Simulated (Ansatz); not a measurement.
# Formation energy and levels of the self-interstitial C_i (4-fold void) in SiC (P6_3mc)

Aim: at which Fermi levels does C_i (4-fold void) in SiC (P6_3mc) change its charge? The model is a cell of 108 host atoms with 1 C put in.

Program: Ansatz 0.2.0. Level of theory: place-levels on r2SCAN runs: charge-transition levels and formation energies with image-charge correction and potential alignment at the atomic sites; PAW set soft_1. Results are calculated unless marked as measured.

Experimental background.

For SiC, 6H (bulk crystal, literature), “Charge spill-out and work function of few-layer graphene on SiC(0001)” (2018, arxiv:1806.04908) quotes earlier work: band gap (indirect gap, experimental literature value) 3.03 eV [Literature value cited in passing in the theory part; temperature and measurement method …].

### Step 1. Set-up

The cell holds 109 atoms: 54 Si and 55 C. Cell: a = 9.236 Å, b = 9.236 Å, c = 15.108 Å, α = 90.0°, β = 90.0°, γ = 120.0°. It derives from SiC (space group P6_3mc). Nearest the centre at fractional (0.667, 0.667, 0.125): C109 at 0.00 Å, Si100 at 1.89 Å, Si88 at 1.89 Å, Si52 at 1.89 Å, Si102 at 1.89 Å, C108 at 2.18 Å, C96 at 2.18 Å, C60 at 2.18 Å.

The host's dielectric constants go in as inputs: (7.09, 7.09, 7.35) for the electrons alone, (10.43, 10.43, 10.95) with the ions, computed on the host (DFPT, PBEsol, on the r2SCAN cell), and a cell off the functional's own equilibrium shifts the ionic part.

The cell's shortest repeat is 9.2 Å.

### Step 2. The runs of each charge state

Levels follow from differences of total energies between charge states, each relaxed by itself.

Random displacements of about 0.05 Å break the site symmetry at the start, so that the relaxation can reach a distorted minimum if there is one. Forces are taken at one point at (¼, ¼, ¼). The cell holds 3 electrons more than the neutral one, with a uniform background that keeps it neutral on the whole. The electron count is odd, so at least one spin is unpaired; this run locks the moment at 1 μB.

The sampling was tested on the host first: at the k-points planned (1x1x1 shifted 0.25 0.25 0.25) its energy lies -0.041 eV an atom from the dense-mesh value, a large miss, so this sampling is coarse for the host.

One of the inputs; charge, spin and start change from state to state.

File qm3_M1.relax/input.yaml:

```yaml
crystal:
  lattice:
    - [9.23599493, 0.0, 0.0]
    - [-4.61799746, 7.99860624, 0.0]
    - [0.0, 0.0, 15.1078644]
  atoms:
    - { symbol: Si, position: [0.11111111, 0.22222222, 0.8329854] }
    - { symbol: Si, position: [0.22222222, 0.11111111, 0.3329854] }
[... 3 atom lines left out ...]
    - { symbol: Si, position: [0.0, 0.0, 0.99972248] }
[... 21 atom lines left out ...]
    - { symbol: Si, position: [0.11111111, 0.88888889, 0.16650102] }
[... 1 atom line left out ...]
    - { symbol: Si, position: [0.0, 0.66666667, 0.99972248] }
[... 9 atom lines left out ...]
    - { symbol: Si, position: [0.44444444, 0.22222222, 0.16650102] }
[... 11 atom lines left out ...]
    - { symbol: Si, position: [0.44444444, 0.55555556, 0.16650102] }
[... 1 atom line left out ...]
    - { symbol: Si, position: [0.33333333, 0.33333333, 0.99972248] }
[... 3 atom lines left out ...]
    - { symbol: C, position: [0.55555556, 0.44444444, 0.20799668] }
[... 1 atom line left out ...]
    - { symbol: C, position: [0.44444444, 0.55555556, 0.04152848] }
[... 3 atom lines left out ...]
    - { symbol: Si, position: [0.44444444, 0.88888889, 0.16650102] }
[... 1 atom line left out ...]
    - { symbol: Si, position: [0.33333333, 0.66666667, 0.99972248] }
[... 3 atom lines left out ...]
    - { symbol: C, position: [0.55555556, 0.77777778, 0.20799668] }
[... 7 atom lines left out ...]
    - { symbol: Si, position: [0.66666667, 0.0, 0.99972248] }
[... 9 atom lines left out ...]
    - { symbol: Si, position: [0.77777778, 0.55555556, 0.16650102] }
[... 1 atom line left out ...]
    - { symbol: Si, position: [0.66666667, 0.33333333, 0.99972248] }
[... 5 atom lines left out ...]
    - { symbol: C, position: [0.77777778, 0.55555556, 0.04152848] }
[... 3 atom lines left out ...]
    - { symbol: Si, position: [0.77777778, 0.88888889, 0.16650102] }
[... 1 atom line left out ...]
    - { symbol: Si, position: [0.66666667, 0.66666667, 0.99972248] }
[... 3 atom lines left out ...]
    - { symbol: C, position: [0.88888889, 0.77777778, 0.20799668] }
[... 1 atom line left out ...]
    - { symbol: C, position: [0.77777778, 0.88888889, 0.04152848] }
    - { symbol: C, position: [0.666667, 0.666667, 0.124613] }
  host:
    repeats: [3, 3, 1]
    atoms:
      - { symbol: Si, position: [0.33333333, 0.66666667, 0.8329854] }
      - { symbol: Si, position: [0.66666667, 0.33333333, 0.3329854] }
      # ... 10 more atoms of the perfect host
total_charge: -3
basis:
  ecutwfc: 500
  xc_grid: 2
hamiltonian:
  xc: r2scan
  pseudopotentials: { kind: paw, azcp: { folder: soft_1 } }
kpoints:
  mp_grid: { grid: [1, 1, 1], shift: [0.25, 0.25, 0.25] }
magnetization:
  spin_polarized: true
  initial_magnetization: 1
  spin_locking: { lock_magnetization: hard }
scf:
  occupations: { method: fixed }
  max_iter: 100
output:
  forces: true
  charged_corrections:
    epsilon: [7.09, 7.09, 7.35]
    static_epsilon: [10.43, 10.43, 10.95]
    defect_position: [0.666667, 0.666667, 0.124613]
relax:
  f_tol: 0.02
  max_steps: 80
  random_displacement: { amplitude: 0.05, seed: 17 }
checkpoint:
  write: "../qm3_M1.relax.run"
  compress: false
  write_wavefunctions: true
  write_every: 100000
```

The run is started by

```sh
$ ansatz run input.yaml --threads 4 --pin off --max-ram 15073MiB --backend cpu --events-out ev --progress --plain --runs-dir out
```

The relaxed structure is kept and the sampling changed to a 2×2×2 shifted mesh.

The run of this state that the levels use, under r2SCAN:

File qm3_M1.point/input.yaml:

```yaml
crystal:
  checkpoint: "../qm3_M1.relax.run"
  host: checkpoint
total_charge: -3
basis:
  ecutwfc: 500
  xc_grid: 2
hamiltonian:
  xc: r2scan
  pseudopotentials: { kind: paw, azcp: { folder: soft_1 } }
kpoints:
  mp_grid: { grid: [2, 2, 2], shift: [0.5, 0.5, 0.5] }
magnetization:
  spin_polarized: true
  initial_magnetization: 1
  spin_locking: { lock_magnetization: hard }
scf:
  occupations: { method: fermi_dirac, width: 0.01 }
  max_iter: 100
output:
  forces: true
  eigenvalues: true
  charged_corrections:
    epsilon: [7.09, 7.09, 7.35]
    static_epsilon: [10.43, 10.43, 10.95]
    defect_position: [0.666667, 0.666667, 0.124613]
  eigenstates: { localisation: true }
  populations: true
  efg: {}
checkpoint:
  read: "../qm3_M1.relax.run"
  write: "../qm3_M1.point.run"
  compress: false
  write_wavefunctions: false
  write_every: 100000
```

Relaxations under r2SCAN at one point at (¼, ¼, ¼); times on 4 threads of Arm Neoverse V2, shared host:

```
charge  moment (μB)  occupations    outcome  steps  largest displacement against the far atoms (Å)     time
    −3            1        fixed  converged     16                                            0.24   17 min
    −2            0        fixed  converged     12                                            0.56  5.2 min
    −1            1        fixed  converged     19                                            1.33   20 min
     0            0        fixed  converged     22                                            1.33  8.8 min
    +1            1        fixed  converged     22                                            1.46   22 min
    −2            2        fixed  converged     19                                            0.24   17 min
```

Single points under r2SCAN at a 2×2×2 shifted mesh; times on 4 threads of Arm Neoverse V2, shared host:

```
charge  moment (μB)  occupations    outcome     time
    −3            1  fermi-dirac  converged  8.8 min
    −2            0  fermi-dirac  converged  3.2 min
    −1            1  fermi-dirac  converged  7.6 min
     0            0  fermi-dirac  converged  3.4 min
    +1            1  fermi-dirac  converged  7.5 min
    −2            2  fermi-dirac  converged  7.8 min
```

Distances (Å) from C109 to the nearest atoms after relaxation with r2SCAN:

```
charge  moment (μB)       1.       2.       3.       4.       5.       6.
    −3            1  Si 1.78  Si 1.80  Si 1.82  Si 1.83   C 2.18   C 2.33
    −2            0   C 1.60  Si 1.74  Si 1.74  Si 1.99  Si 1.99   C 2.46
    −2            2  Si 1.80  Si 1.80  Si 1.88  Si 1.88   C 2.18   C 2.30
    −1            1   C 1.42  Si 1.68  Si 1.80  Si 2.48   C 2.53   C 2.60
     0            0   C 1.37  Si 1.72  Si 1.90   C 2.52   C 2.54  Si 2.62
    +1            1   C 1.46   C 1.54  Si 1.68  Si 2.48  Si 2.59  Si 2.60
```

[end of part 1 of 2]

[Logs are printed without paths, hosts, clocks, repeated set-up lines and the standing remarks that a program may print on its own settings, such as how far it seeks lower states.]

[Hosts, paths, dates, database ids (printed as entryN), source tags and the programs' standing remarks are cut or masked in the printed files.]

[Where a table of states has a column of steps, it counts the stored structures, which are thinned; the runs took as many ionic steps or more.]

[A defect's name tells the site on which it was built; relaxed atoms can leave that site.]

[For some hosts the program warned that the k-mesh of the response run may be too coarse for force constants and the static dielectric constant; such warnings are not shown here.]
